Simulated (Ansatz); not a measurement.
## (BaO)1(AgCl)3 [001] superlattice, started as rocksalt type: the cell at rest

Task: relax (BaO)1(AgCl)3 [001] superlattice, started as rocksalt type tightly.

Calculated with Ansatz 0.2.0; DFT PBE, scalar-relativistic, plane waves, PAW.

The structure was built from a prototype and need not be the compound's stable phase.

## 1. The starting structure

The structure is tetragonal, space group P4/mmm (No. 123). Conventional cell: a = 3.923 Å, b = 3.923 Å, c = 11.095 Å, α = 90.00°, β = 90.00°, γ = 90.00°. Nearest to Ag lie 5 Cl at 2.77 Å and 1 O at 2.77 Å. Nearest to Ag lie 6 Cl at 2.77 Å. Nearest to Ba lie 2 Cl at 2.77 Å and 4 O at 2.77 Å. Nearest to Cl lie 5 Ag at 2.77 Å and 1 Ba at 2.77 Å. Cl has 6 Ag at 2.77 Å nearest. Nearest to O lie 2 Ag at 2.77 Å and 4 Ba at 2.77 Å. Farther neighbours and most contacts between anions are not listed.

Coordinates:

```cif
data_structure
_symmetry_space_group_name_H-M 'P4/mmm'
_symmetry_Int_Tables_number 123
_cell_length_a 3.9227
_cell_length_b 3.9227
_cell_length_c 11.0950
_cell_angle_alpha 90.000
_cell_angle_beta 90.000
_cell_angle_gamma 90.000
_cell_volume 170.72
loop_
_atom_site_label
_atom_site_type_symbol
_atom_site_symmetry_multiplicity
_atom_site_Wyckoff_symbol
_atom_site_fract_x
_atom_site_fract_y
_atom_site_fract_z
_atom_site_occupancy
Ag1 Ag 2 h 0.50000 0.50000 0.25000 1
Ag2 Ag 1 b 0.00000 0.00000 0.50000 1
Ba1 Ba 1 a 0.00000 0.00000 0.00000 1
Cl1 Cl 2 g 0.00000 0.00000 0.25000 1
Cl2 Cl 1 d 0.50000 0.50000 0.50000 1
O1 O 1 c 0.50000 0.50000 0.00000 1
```

## 2. Probe on a coarse mesh

First a cheap look: the gap decides the mesh and the occupations, the pressure tells how far the cell has to move.

input.yaml reads:

```yaml
crystal:
  lattice:
    - [2.77375, 2.77375, 0.0]
    - [-2.77375, 2.77375, 0.0]
    - [0.0, 0.0, 11.095]
  atoms:
    - { symbol: Ag, position: [0.5, 0.5, 0.25] }
    - { symbol: Ag, position: [0.0, 0.0, 0.5] }
    - { symbol: Ag, position: [0.5, 0.5, 0.75] }
    - { symbol: Ba, position: [0.0, 0.0, 0.0] }
    - { symbol: Cl, position: [0.0, 0.0, 0.25] }
    - { symbol: Cl, position: [0.5, 0.5, 0.5] }
    - { symbol: Cl, position: [0.0, 0.0, 0.75] }
    - { symbol: O, position: [0.5, 0.5, 0.0] }
kpoints:
  mp_grid: { grid: [6, 6, 2] }
hamiltonian:
  xc: pbe
scf:
  occupations: { method: gaussian, width: 0.1 }
output:
  forces: true
  stress: true
  eigenvalues: true
```

The run is started by

```sh
$ ansatz run input.yaml --threads 8 --pin off --max-ram 14336MiB --backend cpu --events-out ev --progress --plain --runs-dir out
```

Numbers of over 12 decimals in the logs are rounded to 6 here.

What it wrote:

```text
Engine: ansatz 0.2.0, aarch64-unknown-linux-gnu
Pseudopotentials: kind: paw
Pseudopotential: Ag, paw, valence charge 19, recommended cutoff 420 eV (normal), Ag.paw.azcp
Pseudopotential: Ba, paw, valence charge 10, recommended cutoff 420 eV (normal), Ba.paw.azcp
Pseudopotential: Cl, paw, valence charge 7, recommended cutoff 420 eV (normal), Cl.paw.azcp
[...]
k-point 0: bands = [... 43 lower, 6.4109, 7.6109, 8.7340, 8.7340, 9.1055, 10.4825, 11.2863, 12.2695, ... 4 higher]
  k-point 1: bands = [... 43 lower, 6.5473, 7.5844, 8.7326, 8.7326, 10.0273, 10.0341, 10.9129, 12.2695, ... 4 higher]
  k-point 2: bands = [... 43 lower, 6.7407, 7.9521, 8.3305, 8.4712, 9.8900, 11.0145, 11.5884, 12.8109, ... 4 higher]
  k-point 19: bands = [... 43 lower, 6.6798, 7.8198, 8.9396, 8.9396, 10.9939, 11.0145, 11.2406, 13.0696, ... 4 higher]
[key lines of the parts left out:]
SCF converged after 8 iterations
Free energy (F): -32531.619133 eV
Fermi energy:    9.052940 eV
P = ⅓ Tr σ = 2.7554 GPa (27.554 kbar)
```

It took 1.6 s on 8 threads of Arm Neoverse V2, shared host; peak memory 0.79 GiB; 12 s of CPU time.

This step gave:

```
pressure           : 2.755 GPa
volume per atom    : 21.34 Å³
gap on the k-mesh  : 0.1648 eV
direct gap on mesh : 0.3715 eV
```

The coarse mesh shows a gap of 0.16 eV and a pressure of 2.8 GPa.

## 3. Rough relaxation

The start is far from rest, so a relaxation with loose tolerances brings it close first.

input.yaml: that of step 2 with these lines changed.

```diff
@@ -24 +24,6 @@
   eigenvalues: true
+relax:
+  adjacent_minimum: "off"
+  f_tol: 0.05
+  max_steps: 80
+  cell: { stress_tol: 0.5 }
```

What it wrote:

```text
[...]
Crystal: 8 atoms, lattice volume = 170.723 Å³
Basis set: ecut = 420 eV, 3341 PW (Γ), exchange–correlation on 54×54×150 points (8 copies of the dense FFT grid, shifted against one another)
Bands: 57, of which v1, the nominal top of the filled ones, is band 47 counted from 1 (46 counted from 0)
Symmetry: 16 space group operations
[...]
k-points: 20 of 72
[...]
- [-2.721876, 2.721876, 0.0]
    - [0.0, 0.0, 12.062497]
  atoms:
    - { symbol: Ag, position: [0.5, 0.5, 0.201015] }
    - { symbol: Ag, position: [0, 0, 0.500000] }
    - { symbol: Ag, position: [0.5, 0.5, 0.798985] }
    - { symbol: Ba, position: [0, 0, -1.5635182298123544e-19] }
    - { symbol: Cl, position: [0, 0, 0.254966] }
    - { symbol: Cl, position: [0.5, 0.5, 0.500000] }
    - { symbol: Cl, position: [0, 0, 0.745034] }
    - { symbol: O, position: [0.5, 0.5, -1.5635182298123544e-19] }
[key lines of the parts left out:]
SCF converged after 7 iterations
Free energy (F): -32532.305074 eV
Fermi energy:    8.467003 eV
P = ⅓ Tr σ = 0.2068 GPa (2.068 kbar)
```

The job ended after 15 s (8 threads; peak memory 0.84 GiB).

Relaxation path:

| step | energy less that of the first step (eV) | largest force component (eV/Å) | pressure (GPa) | volume (Å³) |
| --- | --- | --- | --- | --- |
| 1 | 0.0000 | 1.6956 | 2.76 | 170.72 |
| 2 | -0.4584 | 0.3636 | -0.04 | 176.38 |
| 3 | -0.5421 | 0.2752 | 0.09 | 175.16 |
| 4 | -0.6342 | 0.1018 | 0.17 | 175.03 |
| 5 | -0.6562 | 0.1358 | 0.40 | 176.00 |
| 6 | -0.6711 | 0.0195 | -0.51 | 181.44 |
| 7 | -0.6763 | 0.0255 | 0.14 | 178.73 |
| 8* | -0.6859 | 0.0255 | 0.21 | 178.73 |

Relaxation steps marked * repeat the geometry before them on a plane-wave basis chosen anew for their cell, so energy and pressure can jump there.

The run keeps the 16 symmetry operations that it works with, so distortions that break them were not tested.

| conventional cell, symmetrised | before | after | change |
| --- | --- | --- | --- |
| a (Å) | 3.923 | 3.849 | -1.9 % |
| b (Å) | 3.923 | 3.849 | -1.9 % |
| c (Å) | 11.095 | 12.062 | +8.7 % |
| volume (Å³/atom) | 21.34 | 22.34 | +4.7 % |

The atoms that moved most (Å, as changes of fractional coordinates times the final cell):

| atom | dx | dy | dz | length |
| --- | --- | --- | --- | --- |
| Ag1 | 0.000 | 0.000 | -0.591 | 0.591 |
| Ag3 | 0.000 | 0.000 | 0.591 | 0.591 |
| Cl7 | 0.000 | 0.000 | -0.060 | 0.060 |
| Cl5 | 0.000 | 0.000 | 0.060 | 0.060 |

Numbers from this step:

```yaml
pressure: 0.2068 GPa
volume_per_atom: 22.34 Å³
gap_on_the_k_mesh: 0 eV
```

In this step the volume went from 21.34 to 22.34 Å³/atom.

## 4. Relaxation

Harmonic phonons are second derivatives at a point where the forces vanish, and they are wanted at zero stress, so atoms and cell are relaxed first.

input.yaml reads:

```yaml
crystal:
  lattice:
    - [2.7218760726, 2.7218760726, 0.0]
    - [-2.7218760726, 2.7218760726, 0.0]
    - [0.0, 0.0, 12.0624970846]
  atoms:
    - { symbol: Ag, position: [0.5, 0.5, 0.2010148465] }
    - { symbol: Ag, position: [0.0, 0.0, 0.5] }
    - { symbol: Ag, position: [0.5, 0.5, 0.7989851535] }
    - { symbol: Ba, position: [0.0, 0.0, 0.0] }
    - { symbol: Cl, position: [0.0, 0.0, 0.2549660462] }
    - { symbol: Cl, position: [0.5, 0.5, 0.5] }
    - { symbol: Cl, position: [0.0, 0.0, 0.7450339538] }
    - { symbol: O, position: [0.5, 0.5, 0.0] }
kpoints:
  mp_grid: { grid: [8, 8, 4] }
hamiltonian:
  xc: pbe
scf:
  occupations: { method: gaussian, width: 0.1 }
output:
  forces: true
  stress: true
  eigenvalues: true
relax:
  adjacent_minimum: "off"
  f_tol: 0.005
  max_steps: 80
  cell: { stress_tol: 0.05 }
```

What it wrote:

```text
[...]
Crystal: 8 atoms, lattice volume = 178.733 Å³
Basis set: ecut = 420 eV, 3505 PW (Γ), exchange–correlation on 54×54×162 points (8 copies of the dense FFT grid, shifted against one another)
Bands: 57, of which v1, the nominal top of the filled ones, is band 47 counted from 1 (46 counted from 0)
[... 1 set-up line as in the run before ...]
[...]
k-points: 45 of 256
[...]
SCF iter   1: F=—  HF=-32532.320201 eV  |F-HF|=—  |Δ(HF+E_count)|=         —  Δρ=2.43e-3  dr2=5.59e-2  ethr=1.77e-3  ⟨swp⟩=8.3  Hψ=11141  notcnv=0  defer=25
[...]
SCF iter   9: F=-32532.304745 eV  HF=-32532.304745 eV  |F-HF|=1.49e-9  |Δ(HF+E_count)|=   1.60e-7  Δρ=2.58e-6  dr2=1.77e-8  ethr=1.06e-10  ⟨swp⟩=12.4  Hψ=12359  notcnv=0
SCF 1 converged in 9 iterations: F = -32532.304745 eV  dr2 = 1.77e-8
[...]
relax step   1: F+E_penalty+E_count = -32532.30474490 eV  Δ(F+E_penalty+E_count) = +0.000e0 eV  max|allowed force component| = 1.701e-2 eV/Å  Δτ_max = 0.0000 Å  P = +0.211 GPa  Ω = 178.733 Å³  (9 SCF iters, dr2 threshold 1.00e-7 eV, accepted)
Crystal: 8 atoms, lattice volume = 179.908 Å³
Basis set: ecut = 420 eV, 3521 PW (Γ), exchange–correlation on 54×54×162 points (8 copies of the dense FFT grid, shifted against one another)
[...]
SCF iter   7: F=-32532.304360 eV  HF=-32532.304360 eV  |F-HF|=1.08e-9  |Δ(HF+E_count)|=   1.50e-8  Δρ=2.93e-6  dr2=1.54e-8  ethr=1.20e-10  ⟨swp⟩=7.9  Hψ=11088  notcnv=0
[...]
SCF 2 converged in 7 iterations: F = -32532.304360 eV  dr2 = 1.54e-8
relax step   2: F+E_penalty+E_count = -32532.30436049 eV  Δ(F+E_penalty+E_count) = +3.844e-4 eV  max|allowed force component| = 2.855e-2 eV/Å  Δτ_max = 0.0042 Å  P = -0.112 GPa  Ω = 179.908 Å³  energy of the carried Pulay correction = -6.869e-4 eV  (7 SCF iters, dr2 threshold 1.12e-7 eV, accepted)
Crystal: 8 atoms, lattice volume = 179.590 Å³
[...]
SCF iter   6: F=-32532.304805 eV  HF=-32532.304805 eV  |F-HF|=2.28e-9  |Δ(HF+E_count)|=   5.47e-9  Δρ=2.98e-6  dr2=1.96e-8  ethr=5.42e-11  ⟨swp⟩=7.1  Hψ=10974  notcnv=0
SCF 3 converged in 6 iterations: F = -32532.304805 eV  dr2 = 1.96e-8
relax step   3: F+E_penalty+E_count = -32532.30480528 eV  Δ(F+E_penalty+E_count) = -4.448e-4 eV  max|allowed force component| = 2.368e-3 eV/Å  Δτ_max = 0.0047 Å  P = -0.003 GPa  Ω = 179.590 Å³  energy of the carried Pulay correction = -5.015e-4 eV  (6 SCF iters, dr2 threshold 5.09e-8 eV, accepted)
[...]
SCF iter   1: F=—  HF=-32532.305284 eV  |F-HF|=—  |Δ(HF+E_count)|=         —  Δρ=3.18e-5  dr2=1.68e-7  ethr=2.17e-6  ⟨swp⟩=3.3  Hψ=17022  notcnv=0
eigensolver tolerance schedule: the retry pair's looser diagonalisation over-reported the residual by 12185.03 of it (diagonalisation noise at an unbounded share of the residual, at the tolerance the schedule requests for it); recorded, not acted on — ethr = c·dr2/N_el stays at c = 1.0e-1
[...]
SCF iter   2: F=—  HF=-32532.305289 eV  |F-HF|=—  |Δ(HF+E_count)|=   5.07e-6  Δρ=1.65e-5  dr2=1.07e-7  ethr=1.78e-10  ⟨swp⟩=4.0  Hψ=6804  notcnv=0
[...]
SCF iter   7: F=-32532.305296 eV  HF=-32532.305296 eV  |F-HF|=7.28e-12  |Δ(HF+E_count)|=  3.64e-12  Δρ=7.48e-8  dr2=7.05e-12  ethr=1.00e-12  ⟨swp⟩=6.5  Hψ=10291  notcnv=0
SCF 4 converged in 7 iterations: F = -32532.305296 eV  dr2 = 7.05e-12
relax step   4: F+E_penalty+E_count = -32532.30529576 eV  Δ(F+E_penalty+E_count) = -4.905e-4 eV  max|allowed force component| = 2.347e-3 eV/Å  Δτ_max = 0.0000 Å  P = -0.000 GPa  Ω = 179.590 Å³  stress off target by 1.07e-2 GPa  SCF on the basis re-selected at this cell (its energy is not comparable with the rows above)  (7 SCF iters)
[...]
SCF converged after 7 iterations
Free energy (F): -32532.305296 eV
[...]
Internal energy: -32532.304124 eV  (E = F + TS)
E sigma→0 (E₀):  -32532.304710 eV
Entropy (-TS):   -0.001172 eV (-0.146 meV/atom)
Fermi energy:    8.442047 eV
[...]
--- Forces (eV/Å), atoms counted from 1 ---
  atom   1  Ag     0.00000000    -0.00000000    -0.00188555
  atom   2  Ag    -0.00000000    -0.00000000     0.00000000
  atom   3  Ag    -0.00000000    -0.00000000     0.00188555
  atom   4  Ba    -0.00000000    -0.00000000     0.00000000
  atom   5  Cl     0.00000000     0.00000000    -0.00234718
  atom   6  Cl    -0.00000000    -0.00000000     0.00000000
  atom   7  Cl    -0.00000000     0.00000000     0.00234718
  atom   8  O      0.00000000    -0.00000000     0.00000000
  max |Σ_I F_I| component: 2.44e-19 eV/Å
--- Stress (GPa, compression-positive) ---
       -0.005421      -0.000000      -0.000000
        0.000000      -0.005421       0.000000
       -0.000000       0.000000       0.010704
  P = ⅓ Tr σ = -0.0000 GPa (-0.000 kbar)
--- Band table (eV; the first three rows and the last of 45) ---
  k-point 0: bands = [... 43 lower, 6.1841, 6.5998, 6.8646, 6.8646, 8.3776, 9.9911, 10.3406, 10.5261, ... 6 higher]
  k-point 1: bands = [... 43 lower, 6.1047, 6.6547, 6.8648, 6.8648, 8.5474, 9.7253, 10.4594, 10.5261, ... 6 higher]
  k-point 2: bands = [... 43 lower, 6.0396, 6.6930, 6.8647, 6.8647, 8.7957, 9.4252, 10.5261, 10.5412, ... 6 higher]
  k-point 44: bands = [... 43 lower, 6.4154, 6.4208, 7.1266, 7.1266, 9.8643, 10.4139, 10.9908, 11.2864, ... 6 higher]
--- Relaxed structure (3 steps of the walk, 3 accepted, 1 SCFs on fresh bases) ---
[...]
cell:  # Å, volume = 179.5900 Å³
    - [2.725482, 2.725482, 0]
    - [-2.725482, 2.725482, 0]
    - [0, 0, 12.088305]
  atoms:
    - { symbol: Ag, position: [0.5, 0.5, 0.200783] }
    - { symbol: Ag, position: [0, 0, 0.5] }
    - { symbol: Ag, position: [0.5, 0.5, 0.799217] }
    - { symbol: Ba, position: [0, 0, 0] }
    - { symbol: Cl, position: [0, 0, 0.254925] }
    - { symbol: Cl, position: [0.5, 0.5, 0.5] }
    - { symbol: Cl, position: [0, 0, 0.745075] }
    - { symbol: O, position: [0.5, 0.5, 0] }
```

The job ended after 14 s (8 threads; peak memory 0.96 GiB; 1.8 min of CPU time).

The steps of the relaxation:

| step | energy less that of the first step (eV) | largest force component (eV/Å) | pressure (GPa) | volume (Å³) |
| --- | --- | --- | --- | --- |
| 1 | 0.0000 | 0.0170 | 0.21 | 178.73 |
| 2 | 0.0004 | 0.0285 | -0.11 | 179.91 |
| 3 | -0.0001 | 0.0024 | 0.00 | 179.59 |
| 4* | -0.0006 | 0.0023 | 0.00 | 179.59 |

Relaxation steps marked * repeat the geometry before them on a plane-wave basis chosen anew for their cell, so energy and pressure can jump there.

The run keeps the 16 symmetry operations that it works with, so distortions that break them were not tested.

| conventional cell, symmetrised | before | after | change |
| --- | --- | --- | --- |
| a (Å) | 3.849 | 3.854 | +0.1 % |
| b (Å) | 3.849 | 3.854 | +0.1 % |
| c (Å) | 12.062 | 12.088 | +0.2 % |
| volume (Å³/atom) | 22.34 | 22.45 | +0.5 % |

This step gave:

| Property | Result |
| --- | --- |
| pressure | -4.62e-5 GPa |
| volume per atom | 22.45 Å³ |

In this step the volume went from 22.34 to 22.45 Å³/atom.

## 5. Tight relaxation

Phonons need a cell at rest on their own settings, so the relaxation is repeated with tight tolerances on forces and stress, using the mesh and the filling of the phonon run that follows.

input.yaml reads:

```yaml
crystal:
  lattice:
    - [2.7254824239, 2.7254824239, 0.0]
    - [-2.7254824239, 2.7254824239, 0.0]
    - [0.0, 0.0, 12.0883045464]
  atoms:
    - { symbol: Ag, position: [0.5, 0.5, 0.2007826108] }
    - { symbol: Ag, position: [0.0, 0.0, 0.5] }
    - { symbol: Ag, position: [0.5, 0.5, 0.7992173892] }
    - { symbol: Ba, position: [0.0, 0.0, 0.0] }
    - { symbol: Cl, position: [0.0, 0.0, 0.2549251169] }
    - { symbol: Cl, position: [0.5, 0.5, 0.5] }
    - { symbol: Cl, position: [0.0, 0.0, 0.7450748831] }
    - { symbol: O, position: [0.5, 0.5, 0.0] }
kpoints:
  mp_grid: { grid: [8, 8, 4] }
hamiltonian:
  xc: pbe
scf:
  occupations: { method: methfessel_paxton, width: 0.15 }
output:
  forces: true
  stress: true
  eigenvalues: true
relax:
  adjacent_minimum: "off"
  f_tol: 0.001
  max_steps: 60
  cell: { stress_tol: 0.01 }
```

What it wrote:

```text
[...]
Crystal: 8 atoms, lattice volume = 179.590 Å³
Basis set: ecut = 420 eV, 3521 PW (Γ), exchange–correlation on 54×54×162 points (8 copies of the dense FFT grid, shifted against one another)
Bands: 57, of which v1, the nominal top of the filled ones, is band 47 counted from 1 (46 counted from 0)
[... 1 set-up line as in the run before ...]
[...]
k-points: 45 of 256
[...]
- [-2.724849, 2.724849, 0.0]
    - [0.0, 0.0, 12.106494]
  atoms:
    - { symbol: Ag, position: [0.500000, 0.500000, 0.200410] }
    - { symbol: Ag, position: [0, 0, 0.5] }
    - { symbol: Ag, position: [0.500000, 0.500000, 0.799590] }
    - { symbol: Ba, position: [0, 0, 0] }
    - { symbol: Cl, position: [0, 0, 0.254587] }
    - { symbol: Cl, position: [0.500000, 0.500000, 0.5] }
    - { symbol: Cl, position: [0, 0, 0.745413] }
    - { symbol: O, position: [0.500000, 0.500000, 0] }
[key lines of the parts left out:]
SCF converged after 8 iterations
Free energy (F): -32532.304747 eV
Fermi energy:    8.427371 eV
P = ⅓ Tr σ = -0.0037 GPa (-0.037 kbar)
```

The job ended after 26 s (8 threads; peak memory 0.98 GiB; 3.3 min of CPU time).

Relaxation path:

| step | energy less that of the first step (eV) | largest force component (eV/Å) | pressure (GPa) | volume (Å³) |
| --- | --- | --- | --- | --- |
| 1 | 0.0000 | 0.0028 | 0.00 | 179.59 |
| 2 | 0.0000 | 0.0011 | 0.00 | 179.64 |
| 3 | 0.0001 | 0.0040 | -0.01 | 179.85 |
| 4 | 0.0001 | 0.0009 | 0.01 | 179.78 |
| 5* | 0.0000 | 0.0009 | 0.01 | 179.78 |
| 6 | 0.0000 | 0.0004 | 0.00 | 179.78 |
| 7* | 0.0000 | 0.0003 | 0.00 | 179.78 |

Relaxation steps marked * repeat the geometry before them on a plane-wave basis chosen anew for their cell, so energy and pressure can jump there.

The run keeps the 16 symmetry operations that it works with, so distortions that break them were not tested.

| conventional cell, symmetrised | before | after | change |
| --- | --- | --- | --- |
| a (Å) | 3.854 | 3.854 | -0.0 % |
| b (Å) | 3.854 | 3.854 | -0.0 % |
| c (Å) | 12.088 | 12.106 | +0.2 % |
| volume (Å³/atom) | 22.45 | 22.47 | +0.1 % |

The relaxed structure:

```xyz
8
Lattice="2.7248 2.7248 0.0000 -2.7248 2.7248 0.0000 0.0000 0.0000 12.1065" Properties=species:S:1:pos:R:3 pbc="T T T"
Ag    0.0000    2.7248    2.4263
Ag    0.0000    0.0000    6.0532
Ag    0.0000    2.7248    9.6802
Ba    0.0000    0.0000    0.0000
Cl    0.0000    0.0000    3.0822
Cl    0.0000    2.7248    6.0532
Cl    0.0000    0.0000    9.0243
O     0.0000    2.7248    0.0000
```

Numbers from this step:

| Property | Result |
| --- | --- |
| pressure | -0.003707 GPa |
| volume per atom | 22.47 Å³ |

The largest force component left is 0.35 meV/Å and the pressure is -0.004 GPa, within the tolerances set. The cell now holds 22.47 Å³/atom.

## 6. What came out

| Quantity | Value |
| --- | --- |
| space group after relaxation (within 0.01 Å) | P4/mmm |
| lattice constant a | 3.854 Å |
| lattice constant b | 3.854 Å |
| lattice constant c | 12.106 Å |
| volume per atom | 22.5 Å³ |

In words: The largest force component left is 0.35 meV/Å and the pressure is -0.004 GPa, within the tolerances set. The cell now holds 22.47 Å³/atom. The relaxation keeps the symmetry of its start, so it says nothing on stability against lower symmetry. Spin-orbit coupling is left out, which can matter for the heavy elements here. The starting cell was built on a prototype and not taken from a measurement, so the phase need not exist.

[Logs are printed without paths, hosts, clocks, repeated set-up lines and the standing remarks that a program may print on its own settings, such as how far it seeks lower states.]

[Hosts, paths, dates, database ids (printed as entryN), source tags and the programs' standing remarks are cut or masked in the printed files.]
